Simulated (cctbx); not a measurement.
# Lattice, Laue class and space group of a new crystal

Cell: a = 9.3690 Å, b = 9.4250 Å, c = 9.8040 Å, α = 90.00°, β = 90.00°, γ = 90.00°. Expected content of the cell: Tm8 Gd16 Ga4 Ni8.

The data are simulated with cctbx, not measured: Cu Kα, λ = 1.54184 Å, to d = 0.83 Å, 80 % of the full sphere, strongest reflection 5000 counts, noise from counting, a 1.5 % proportional error and a noise floor of 4 counts (s.d.); no absorption.

A first pass over the reflections prints:

```text
5119 reflections to d = 0.830 A
centring   violations  <I/sigma> of those
    A        995 of  2591      6.0
    B        959 of  2565      5.8
    C        886 of  2548      4.8
    I          0 of  2557      0.0
    R       1275 of  3398      5.7
    F       1420 of  3852      5.5
Laue class    unique    Rint  (classes that these axes allow; Friedel mates merged)
I 1 2/m 1         846   0.034
I 1 1 2/m         841   0.034
I 2/m 1 1         843   0.033
I m m m           477   0.036
space group    extra absences  I>4sigma  <I/sigma>
I 2 2 2                 0          0         -  acentric
I 21 21 21              0          0         -  acentric
I m m 2                 0          0         -  acentric
I 2 m m                 0          0         -  acentric
I m 2 m                 0          0         -  acentric
I m m m                 0          0         -  centric
Wilson B = 0.62 A^2   <|E^2-1|> = 0.877 (0.968 centric, 0.736 acentric)   E^2>4: 2.8 %
shell (A)         n   <I/sigma>
 6.79 - 1.65     69     30.7
 1.65 - 1.32     65     32.0
 1.32 - 1.15     55     25.3
 1.15 - 1.05     57     31.4
 1.05 - 0.97     60     21.2
 0.97 - 0.91     58     21.4
 0.91 - 0.87     57     22.2
 0.87 - 0.83     56     19.5
```

**Question.** What are the lattice type, the Laue class and the likely space group?

The reflections that I centring forbids are absent (⟨I/σ⟩ near 0), so the lattice is I.

Rint stays low (0.033 to 0.036) up to I m m m, the highest class in these axes.

6 settings pass the absence test. No glide or screw absences show, which leaves I 2 2 2, I 21 21 21, I m m 2, I 2 m m, I m 2 m and I m m m.

⟨|E²−1|⟩ = 0.877 lies between the two ideal values. The Wilson B of 0.62 Å² means U ≈ 0.0079 Å².

The true group is Immm (no. 71), Laue class mmm, centrosymmetric. The tables only narrow the choice to the tied entries; cell content, site symmetry and trial solutions must settle it.

The model was made for the exercise: a known structure type with other elements put in, its volume estimated, not relaxed; displacement parameters are assumed.

[Logs are printed without paths, hosts, clocks, repeated set-up lines and the standing remarks that a program may print on its own settings, such as how far it seeks lower states.]
